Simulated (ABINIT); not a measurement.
# A GW chain in ABINIT: BaH2 (P6_3/mmc), part 2 of 3

Aim: the G0W0 gap of BaH2 (P6_3/mmc) on PBEsol, step by step.

ABINIT 10.8.3; PBEsol and many-body steps on it, plane waves. Known limits of the many-body steps: not at the basis limit; no spin-orbit coupling; coarse k mesh.

So far. Step 2 (Ground state): The gap is indirect, with the least direct gap 1.07 eV higher.

## (3) Bands along the symmetry lines

Level of this step: DFT, PBEsol, plane waves, norm-conserving pseudopotentials (ABINIT).

The cheap functional maps the bands first; the places of the edges decide which points the dearer methods must see.

Input file run.abi:

```
acell 3*1.0 Angstrom
rprim 
  4.462025052349 0.000000000014 0.000000000000
  -2.231012526186 3.864227047650 0.000000000000
  0.000000000000 0.000000000000 6.055292590000
ntypat 2
znucl 56 1
natom 6
typat 1 1 2 2 2 2
xred 
  0.666666666667 0.333333333333 0.750000000000
  0.333333333333 0.666666666667 0.250000000000
  0.333333333333 0.666666666667 0.750000000000
  0.666666666667 0.333333333333 0.250000000000
  0.000000000000 0.000000000000 0.500000000000
  0.000000000000 0.000000000000 0.000000000000
pp_dirpath "pseudos"
pseudos "Ba.upf, H.upf"
ecut 32
iscf -2
irdden 1
kptopt 0
nkpt 75
kpt 
  0.00000000 0.00000000 0.00000000
  0.06250000 0.00000000 0.00000000
  0.12500000 0.00000000 0.00000000
  0.18750000 0.00000000 0.00000000
  0.25000000 0.00000000 0.00000000
  0.31250000 0.00000000 0.00000000
  0.37500000 0.00000000 0.00000000
  0.43750000 0.00000000 0.00000000
  0.50000000 0.00000000 0.00000000
  0.47916667 0.04166667 0.00000000
  0.45833333 0.08333333 0.00000000
  0.43750000 0.12500000 0.00000000
  0.41666666 0.16666666 0.00000000
  0.39583333 0.20833333 0.00000000
  0.37500000 0.25000000 0.00000000
  0.35416666 0.29166666 0.00000000
  0.33333333 0.33333333 0.00000000
  0.29166666 0.29166666 0.00000000
  0.25000000 0.25000000 0.00000000
  0.20833333 0.20833333 0.00000000
  0.16666666 0.16666666 0.00000000
  0.12500000 0.12500000 0.00000000
  0.08333333 0.08333333 0.00000000
  0.04166667 0.04166667 0.00000000
  0.00000000 0.00000000 0.00000000
  0.00000000 0.00000000 0.06250000
  0.00000000 0.00000000 0.12500000
  0.00000000 0.00000000 0.18750000
  0.00000000 0.00000000 0.25000000
  0.00000000 0.00000000 0.31250000
  0.00000000 0.00000000 0.37500000
  0.00000000 0.00000000 0.43750000
  0.00000000 0.00000000 0.50000000
  0.06250000 0.00000000 0.50000000
  0.12500000 0.00000000 0.50000000
  0.18750000 0.00000000 0.50000000
  0.25000000 0.00000000 0.50000000
  0.31250000 0.00000000 0.50000000
  0.37500000 0.00000000 0.50000000
  0.43750000 0.00000000 0.50000000
  0.50000000 0.00000000 0.50000000
  0.47916667 0.04166667 0.50000000
  0.45833333 0.08333333 0.50000000
  0.43750000 0.12500000 0.50000000
  0.41666666 0.16666666 0.50000000
  0.39583333 0.20833333 0.50000000
  0.37500000 0.25000000 0.50000000
  0.35416666 0.29166666 0.50000000
  0.33333333 0.33333333 0.50000000
  0.29166666 0.29166666 0.50000000
  0.25000000 0.25000000 0.50000000
  0.20833333 0.20833333 0.50000000
  0.16666666 0.16666666 0.50000000
  0.12500000 0.12500000 0.50000000
  0.08333333 0.08333333 0.50000000
  0.04166667 0.04166667 0.50000000
  0.00000000 0.00000000 0.50000000
  0.50000000 0.00000000 0.50000000
  0.50000000 0.00000000 0.43750000
  0.50000000 0.00000000 0.37500000
  0.50000000 0.00000000 0.31250000
  0.50000000 0.00000000 0.25000000
  0.50000000 0.00000000 0.18750000
  0.50000000 0.00000000 0.12500000
  0.50000000 0.00000000 0.06250000
  0.50000000 -0.00000000 0.00000000
  0.33333333 0.33333333 0.50000000
  0.33333333 0.33333333 0.43750000
  0.33333333 0.33333333 0.37500000
  0.33333333 0.33333333 0.31250000
  0.33333333 0.33333333 0.25000000
  0.33333333 0.33333333 0.18750000
  0.33333333 0.33333333 0.12500000
  0.33333333 0.33333333 0.06250000
  0.33333333 0.33333333 0.00000000
istwfk *1
nband 19
nbdbuf 2
tolwfr 1e-08
nstep 40
prtwf 0
prtvol 0
indata_prefix "in"
outdata_prefix "out"
tmpdata_prefix "tmp"
```

The run is started by

```
$ OMP_NUM_THREADS=1 mpirun -n 4 abinit run.abi > log
```

Numbers of over 12 decimals in the logs are rounded to 6 here.

The log of the run:

```text
.Version 10.8.3 of ABINIT. v10.8.2 released Aug 2026.

 Symmetries : space group P6_3/m m c (#194); Bravais hP (primitive hexag.)
[... echo of the input left out ...]
== DATASET  1 ==================================================================
-   mpi_nproc: 4, omp_nthreads: 1 (-1 if OMP is not activated)

--- !DatasetInfo
iteration_state: {dtset: 1, }
dimensions: {natom: 6, nkpt: 75, mband: 19, nsppol: 1, nspinor: 1, nspden: 1, mpw: 6130, }
cutoff_energies: {ecut:  32.0, pawecutdg:  -1.0, }
electrons: {nelect:   2.40000000E+01, charge:   0.00000000E+00, occopt:   1.00000000E+00, tsmear:   1.00000000E-02, }

 Real(R)+Recip(G) space primitive vectors, cartesian coordinates (Bohr,Bohr^-1):
 R(1)=  8.4320053  0.0000000  0.0000000  G(1)=  0.1185958  0.0684713  0.0000000
 R(2)= -4.2160027  7.3023308  0.0000000  G(2)=  0.0000000  0.1369426  0.0000000
 R(3)=  0.0000000  0.0000000 11.4428446  G(3)=  0.0000000  0.0000000  0.0873909
 Unit cell volume ucvol=  7.0457361E+02 bohr^3
 Angles (23,13,12)=  9.00000000E+01  9.00000000E+01  1.20000000E+02 degrees

 getcut: wavevector=  0.0000  0.0000  0.0000  ngfft=  45  45  60
         ecut(hartree)=     32.000   => boxcut(ratio)=   2.04919

--- Pseudopotential description ------------------------------------------------
- Ba Generated using ONCVPSP code by D. R. Hamann
- 56.00000  10.00000  180301                  znucl, zion, pspdat
12 -116133 2 -1 1936                          pspcod,pspxc,lmax,lloc,mmax
     nproj     2     2     2
  pspatm : epsatm=   26.37418133
         --- l  ekb(1:nproj) -->
             0    6.652372    0.677024
             1    5.027722    0.408462
             2    2.543237    0.416854
 pspatm: atomic psp has been read  and splines computed

- H Generated using ONCVPSP code by D. R. Hamann
-  1.00000   1.00000  180301                  znucl, zion, pspdat
12 -116133 1 -1 1180                          pspcod,pspxc,lmax,lloc,mmax
     nproj     2     1     0
  pspatm : epsatm=    0.35585368
         --- l  ekb(1:nproj) -->
[...]
1   -0.494138
 pspatm: atomic psp has been read  and splines computed

--------------------------------------------------------------------------------

================================================================================
 prteigrs : about to open file out_EIG
 Non-SCF case, kpt    1 (  0.00000  0.00000  0.00000), residuals and eigenvalues=
  4.53E-09  9.40E-09  1.97E-09  3.04E-09  7.07E-09  2.80E-09  5.81E-09  1.21E-09
  1.74E-09  1.11E-09  5.97E-09  6.57E-09  3.05E-09  9.04E-09  6.56E-09  8.66E-09
[...]
-8.4430E-01 -8.3787E-01 -3.2333E-01 -2.9297E-01 -2.9297E-01 -2.8383E-01
 -2.8383E-01 -2.8230E-01 -7.9456E-03  4.2869E-02  1.3315E-01  1.5182E-01
  2.5198E-01  2.5198E-01  2.8885E-01  2.8885E-01  2.8991E-01  2.8991E-01
  3.1860E-01
 Non-SCF case, kpt    2 (  0.06250  0.00000  0.00000), residuals and eigenvalues=
[...]
Non-SCF case, kpt   74 (  0.33333  0.33333  0.06250), residuals and eigenvalues=
[...]
3.7768E-01
 Non-SCF case, kpt   75 (  0.33333  0.33333  0.00000), residuals and eigenvalues=
[...]
-3.0119E-01 -2.8904E-01  7.8558E-02  7.8558E-02  7.9996E-02  8.6863E-02
  2.6619E-01  2.6619E-01  3.0696E-01  3.3445E-01  3.3445E-01  3.4478E-01
  3.7748E-01

--- !ResultsGS
iteration_state: {dtset: 1, }
comment   : Summary of ground state results
lattice_vectors:
- [  8.4320053,   0.0000000,   0.0000000, ]
- [ -4.2160027,   7.3023308,   0.0000000, ]
- [  0.0000000,   0.0000000,  11.4428446, ]
lattice_lengths: [   8.43201,    8.43201,   11.44284, ]
lattice_angles: [ 90.000,  90.000, 120.000, ] # degrees, (23, 13, 12)
lattice_volume:   7.0457361E+02
convergence: {deltae:  0.000E+00, res2:  0.000E+00, residm:  9.983E-09, diffor:  0.000E+00, }
etotal    :  -5.85971915E+01
entropy   :   0.00000000E+00
fermie    :   1.51815635E-01
cartesian_stress_tensor: null
pressure_GPa: null
xred      :
- [  6.6667E-01,   3.3333E-01,   7.5000E-01, Ba]
- [  3.3333E-01,   6.6667E-01,   2.5000E-01, Ba]
- [  3.3333E-01,   6.6667E-01,   7.5000E-01,  H]
- [  6.6667E-01,   3.3333E-01,   2.5000E-01,  H]
- [  3.7007E-17,   9.2519E-17,   5.0000E-01,  H]
- [  3.7007E-17,   9.2519E-17,   2.7756E-17,  H]
cartesian_forces: null
force_length_stats: {min: null, max: null, mean: null, }

 Integrated electronic density in atomic spheres:
 ------------------------------------------------
 Atom  Sphere_radius  Integrated_density
[...]
================================================================================

 ----iterations are completed or convergence reached----

 Mean square residual over all n,k,spin=   48.486E-10; max=  99.826E-10
 reduced coordinates (array xred) for    6 atoms
[...]
cartesian coordinates (angstrom) at end:
    1      2.231013     1.288076     4.541469
    2     -7.67e-12     2.576151     1.513823
    3     -7.67e-12     2.576151     4.541469
    4      2.231013     1.288076     1.513823
    5     -0.000000     0.000000     3.027646
    6     -0.000000     0.000000     0.000000
 length scales=  1.889726125908  1.889726125908  1.889726125908 bohr
              =  1.000000000000  1.000000000000  1.000000000000 angstroms
 prteigrs : about to open file out_EIG
 Eigenvalues (hartree) for nkpt=  75  k points:
 kpt#   1, nband= 19, wtk=  1.00000, kpt=  0.0000  0.0000  0.0000 (reduced coord)
[...]
kpt#   2, nband= 19, wtk=  1.00000, kpt=  0.0625  0.0000  0.0000 (reduced coord)
[...]
kpt#   3, nband= 19, wtk=  1.00000, kpt=  0.1250  0.0000  0.0000 (reduced coord)
[...]
kpt#  74, nband= 19, wtk=  1.00000, kpt=  0.3333  0.3333  0.0625 (reduced coord)
[...]
0.33690    0.34782    0.37768
 kpt#  75, nband= 19, wtk=  1.00000, kpt=  0.3333  0.3333  0.0000 (reduced coord)
  -0.83975   -0.83975   -0.30942   -0.30265   -0.30265   -0.30119   -0.30119   -0.28904
   0.07856    0.07856    0.08000    0.08686    0.26619    0.26619    0.30696    0.33445
   0.33445    0.34478    0.37748

== END DATASET(S) ==============================================================
================================================================================

 -outvars: echo values of variables after computation  --------
            nband          19
             nkpt          75
          spgroup         194
 [... the other variables as echoed above ...]

 Calculation completed.
```

Elapsed: 30 s, on 4 MPI ranks of Arm Neoverse V2, shared host; peak memory 0.41 GiB.

This step gave:

| Quantity | Value |
| --- | --- |
| gap | 1.473 eV |
| k of the valence top | 0, 0, 0 |
| k of the conduction bottom | 0.3333, 0.3333, 0.5 |
| least direct gap | 2.542 eV |

The gap is 1.473 eV, as in the run before at this level.

The electronic bands at the labelled points (eV, zero at the top of the highest filled band):

| point | band 9 | band 10 | band 11 | band 12 | band 13 | band 14 | band 15 | band 16 |
| --- | --- | --- | --- | --- | --- | --- | --- | --- |
| Γ | -4.35 | -2.96 | -0.51 | 0.00 | 2.73 | 2.73 | 3.73 | 3.73 |
| halfway | -3.42 | -2.50 | -1.31 | -1.06 | 2.96 | 3.12 | 3.33 | 3.71 |
| M | -2.56 | -2.25 | -1.67 | -1.59 | 2.51 | 3.78 | 3.79 | 5.10 |
| halfway | -2.31 | -2.13 | -1.78 | -1.67 | 2.70 | 3.56 | 3.84 | 5.20 |
| K | -1.99 | -1.99 | -1.95 | -1.77 | 3.11 | 3.11 | 4.22 | 4.97 |
| halfway | -3.15 | -2.38 | -1.52 | -1.21 | 2.89 | 3.07 | 3.34 | 4.12 |
| Γ | -4.35 | -2.96 | -0.51 | 0.00 | 2.73 | 2.73 | 3.73 | 3.73 |
| halfway | -4.00 | -2.93 | -0.65 | -0.05 | 2.49 | 2.49 | 3.17 | 3.17 |
| A | -3.29 | -3.29 | -0.46 | -0.46 | 2.58 | 2.58 | 2.58 | 2.58 |
| halfway | -2.62 | -2.62 | -1.32 | -1.32 | 2.90 | 2.90 | 3.22 | 3.22 |
| L | -2.30 | -2.30 | -1.37 | -1.37 | 2.30 | 2.30 | 3.85 | 3.85 |
| halfway | -2.06 | -2.06 | -1.45 | -1.45 | 1.84 | 1.84 | 4.01 | 4.01 |
| H | -1.77 | -1.77 | -1.54 | -1.54 | 1.47 | 1.47 | 4.35 | 4.35 |
| halfway | -2.41 | -2.41 | -1.47 | -1.47 | 2.57 | 2.57 | 3.45 | 3.45 |
| A | -3.29 | -3.29 | -0.46 | -0.46 | 2.58 | 2.58 | 2.58 | 2.58 |
| jump to L | -2.30 | -2.30 | -1.37 | -1.37 | 2.30 | 2.30 | 3.85 | 3.85 |
| halfway | -2.43 | -2.28 | -1.57 | -1.45 | 2.86 | 2.94 | 3.15 | 4.60 |
| M | -2.56 | -2.25 | -1.67 | -1.59 | 2.51 | 3.78 | 3.79 | 5.10 |
| jump to H | -1.77 | -1.77 | -1.54 | -1.54 | 1.47 | 1.47 | 4.35 | 4.35 |
| halfway | -1.89 | -1.80 | -1.80 | -1.74 | 2.18 | 2.18 | 3.98 | 5.18 |
| K | -1.99 | -1.99 | -1.95 | -1.77 | 3.11 | 3.11 | 4.22 | 4.97 |

The electronic bands as a text plot (rows in eV, shown from -8.0 to 3.5 only):

```
    3.3 | +++++    +++++++++   +     +++          ++++  +++
    2.8 |++ +++   +++ ++++ ++++ ++ +++++           ++++  ++    ++
    2.3 |      +++             ++++     ++++     ++    ++  +  +
    1.9 |                                   +   +            +
    1.4 |                                    +++            +
    0.9 |
    0.4 |
   -0.1 |*                  ******
   -0.5 |**                *********                  **
   -1.0 |  **            **         **             ***
   -1.5 |   ********  ****            *************     *******
   -2.0 |        ********                   ******          *****
   -2.5 |  ********    ****           ******      *     ****
   -2.9 |**  **          * *******  **             ***
   -3.4 |   *             *      ***                  **
   -3.9 | **               *   **
   -4.4 |*                  ***
   -4.9 |
   -5.4 |
   -5.8 |
   -6.3 |
   -6.8 |
   -7.3 |
   -7.8 |
         Γ      M   K        Γ    A       L   H       A|L  M|H  K
```

## (4) Empty states on the mesh, 3×3×2 mesh, 199 bands

The sums over transitions need many empty states on a uniform mesh; this step solves for them.

Input file run.abi:

```
acell 3*1.0 Angstrom
rprim 
  4.462025052349 0.000000000014 0.000000000000
  -2.231012526186 3.864227047650 0.000000000000
  0.000000000000 0.000000000000 6.055292590000
ntypat 2
znucl 56 1
natom 6
typat 1 1 2 2 2 2
xred 
  0.666666666667 0.333333333333 0.750000000000
  0.333333333333 0.666666666667 0.250000000000
  0.333333333333 0.666666666667 0.750000000000
  0.666666666667 0.333333333333 0.250000000000
  0.000000000000 0.000000000000 0.500000000000
  0.000000000000 0.000000000000 0.000000000000
pp_dirpath "pseudos"
pseudos "Ba.upf, H.upf"
ecut 32
ngkpt 3 3 2
nshiftk 1
shiftk 0 0 0
kptopt 1
chksymbreak 0
iscf -2
irdden 1
istwfk *1
nband 199
nbdbuf 18
tolwfr 1e-09
nstep 60
prtvol 0
indata_prefix "in"
outdata_prefix "out"
tmpdata_prefix "tmp"
```

The log of the run:

```text
.Version 10.8.3 of ABINIT. v10.8.2 released Aug 2026.

 Symmetries : space group P6_3/m m c (#194); Bravais hP (primitive hexag.)
[... echo of the input left out ...]
== DATASET  1 ==================================================================
-   mpi_nproc: 4, omp_nthreads: 1 (-1 if OMP is not activated)

--- !DatasetInfo
iteration_state: {dtset: 1, }
dimensions: {natom: 6, nkpt: 6, mband: 199, nsppol: 1, nspinor: 1, nspden: 1, mpw: 6126, }
cutoff_energies: {ecut:  32.0, pawecutdg:  -1.0, }
electrons: {nelect:   2.40000000E+01, charge:   0.00000000E+00, occopt:   1.00000000E+00, tsmear:   1.00000000E-02, }

 Real(R)+Recip(G) space primitive vectors, cartesian coordinates (Bohr,Bohr^-1):
 R(1)=  8.4320053  0.0000000  0.0000000  G(1)=  0.1185958  0.0684713  0.0000000
 R(2)= -4.2160027  7.3023308  0.0000000  G(2)=  0.0000000  0.1369426  0.0000000
 R(3)=  0.0000000  0.0000000 11.4428446  G(3)=  0.0000000  0.0000000  0.0873909
 Unit cell volume ucvol=  7.0457361E+02 bohr^3
 Angles (23,13,12)=  9.00000000E+01  9.00000000E+01  1.20000000E+02 degrees

 getcut: wavevector=  0.0000  0.0000  0.0000  ngfft=  45  45  60
         ecut(hartree)=     32.000   => boxcut(ratio)=   2.04919

--- Pseudopotential description ------------------------------------------------
- Ba Generated using ONCVPSP code by D. R. Hamann
- 56.00000  10.00000  180301                  znucl, zion, pspdat
12 -116133 2 -1 1936                          pspcod,pspxc,lmax,lloc,mmax
     nproj     2     2     2
  pspatm : epsatm=   26.37418133
         --- l  ekb(1:nproj) -->
             0    6.652372    0.677024
             1    5.027722    0.408462
             2    2.543237    0.416854
 pspatm: atomic psp has been read  and splines computed

- H Generated using ONCVPSP code by D. R. Hamann
-  1.00000   1.00000  180301                  znucl, zion, pspdat
12 -116133 1 -1 1180                          pspcod,pspxc,lmax,lloc,mmax
     nproj     2     1     0
  pspatm : epsatm=    0.35585368
         --- l  ekb(1:nproj) -->
[...]
1   -0.494138
 pspatm: atomic psp has been read  and splines computed

--------------------------------------------------------------------------------

================================================================================
 prteigrs : about to open file out_EIG
 Non-SCF case, kpt    1 (  0.00000  0.00000  0.00000), residuals and eigenvalues=
  6.68E-10  3.99E-10  3.28E-10  1.91E-10  5.67E-10  2.82E-10  6.56E-10  3.39E-10
  6.66E-11  1.67E-10  1.27E-10  1.01E-10  7.17E-11  1.87E-10  8.91E-11  1.54E-10
  5.07E-11  1.59E-10  1.50E-10  8.79E-11  2.26E-10  1.37E-10  2.53E-10  9.94E-11
[...]
9.36E-06  3.64E-05  5.96E-05  3.84E-04  7.59E-04  1.55E-03  4.44E-03
 -8.4430E-01 -8.3787E-01 -3.2333E-01 -2.9297E-01 -2.9297E-01 -2.8383E-01
 -2.8383E-01 -2.8230E-01 -7.9456E-03  4.2869E-02  1.3315E-01  1.5182E-01
  2.5198E-01  2.5198E-01  2.8885E-01  2.8885E-01  2.8991E-01  2.8991E-01
[...]
2.8308E+00  2.8744E+00  2.8744E+00  2.8807E+00  2.8807E+00  2.9000E+00
  2.9028E+00  2.9049E+00  2.9460E+00  2.9473E+00  2.9551E+00  2.9645E+00
  2.9727E+00
 prteigrs : prtvol=0 or 1, do not print more k-points.

--- !ResultsGS
iteration_state: {dtset: 1, }
comment   : Summary of ground state results
lattice_vectors:
- [  8.4320053,   0.0000000,   0.0000000, ]
- [ -4.2160027,   7.3023308,   0.0000000, ]
- [  0.0000000,   0.0000000,  11.4428446, ]
lattice_lengths: [   8.43201,    8.43201,   11.44284, ]
lattice_angles: [ 90.000,  90.000, 120.000, ] # degrees, (23, 13, 12)
lattice_volume:   7.0457361E+02
convergence: {deltae:  0.000E+00, res2:  0.000E+00, residm:  9.890E-10, diffor:  0.000E+00, }
etotal    :  -5.85971915E+01
entropy   :   0.00000000E+00
fermie    :   1.51815635E-01
cartesian_stress_tensor: null
pressure_GPa: null
xred      :
- [  6.6667E-01,   3.3333E-01,   7.5000E-01, Ba]
- [  3.3333E-01,   6.6667E-01,   2.5000E-01, Ba]
- [  3.3333E-01,   6.6667E-01,   7.5000E-01,  H]
- [  6.6667E-01,   3.3333E-01,   2.5000E-01,  H]
- [  3.7007E-17,   9.2519E-17,   5.0000E-01,  H]
- [  3.7007E-17,   9.2519E-17,   2.7756E-17,  H]
cartesian_forces: null
force_length_stats: {min: null, max: null, mean: null, }

 Integrated electronic density in atomic spheres:
 ------------------------------------------------
 Atom  Sphere_radius  Integrated_density
[...]
================================================================================

 ----iterations are completed or convergence reached----

 Mean square residual over all n,k,spin=   33.103E-11; max=  98.905E-11
 reduced coordinates (array xred) for    6 atoms
[...]
0.000000000000      0.000000000000      0.500000000000
       0.000000000000      0.000000000000      0.000000000000

 cartesian coordinates (angstrom) at end:
    1      2.231013     1.288076     4.541469
    2     -7.67e-12     2.576151     1.513823
    3     -7.67e-12     2.576151     4.541469
    4      2.231013     1.288076     1.513823
    5     -0.000000     0.000000     3.027646
    6     -0.000000     0.000000     0.000000
 length scales=  1.889726125908  1.889726125908  1.889726125908 bohr
              =  1.000000000000  1.000000000000  1.000000000000 angstroms
 prteigrs : about to open file out_EIG
 Eigenvalues (hartree) for nkpt=   6  k points:
 kpt#   1, nband=199, wtk=  0.05556, kpt=  0.0000  0.0000  0.0000 (reduced coord)
[...]
2.64338    2.67979    2.69031    2.69396    2.69396    2.69909    2.69909    2.79616
   2.82263    2.82263    2.83078    2.87440    2.87441    2.88069    2.88070    2.90003
   2.90283    2.90492    2.94604    2.94730    2.95507    2.96451    2.97275
 prteigrs : prtvol=0 or 1, do not print more k-points.

== END DATASET(S) ==============================================================
================================================================================

 -outvars: echo values of variables after computation  --------
            nband         199
             nkpt           6
          spgroup         194
 [... the other variables as echoed above ...]

 Calculation completed.
```

Wall time 69 s (4 MPI ranks); peak memory 0.43 GiB.

Numbers from this step:

```
gap                                                           : 1.473 eV
k of the valence top                                          : 0, 0, 0
k of the conduction bottom                                    : 0.3333, 0.3333, 0.5
least direct gap                                              : 2.725 eV
k points computed                                             : 6
lowest point of the top converged band, above the valence top : 69.1752 eV
```

On this mesh the gap is 1.473 eV.

(Part 2 of 3 ends here.)

[Paths, hosts, dates, memory and timing lines, banners, echoed tables and standing remarks are left out of the program output.]

[Logs are printed without paths, hosts, clocks, repeated set-up lines and the standing remarks that a program may print on its own settings, such as how far it seeks lower states.]

[Runs of the session that timed out or met a known fault of the program may be left out.]

[Hosts, paths, dates, database ids (printed as entryN), source tags and the programs' standing remarks are cut or masked in the printed files.]

[G0W0 gaps are taken among the corrected bands and points alone; a level outside them can change the order at an edge.]

[Where Ansatz stands beside ABINIT at settings called matched, ABINIT's density can come from a denser mesh and the files from another edition; pairs whose starting gaps differed by over 0.03 eV were left out, so agreement reads better than it is.]
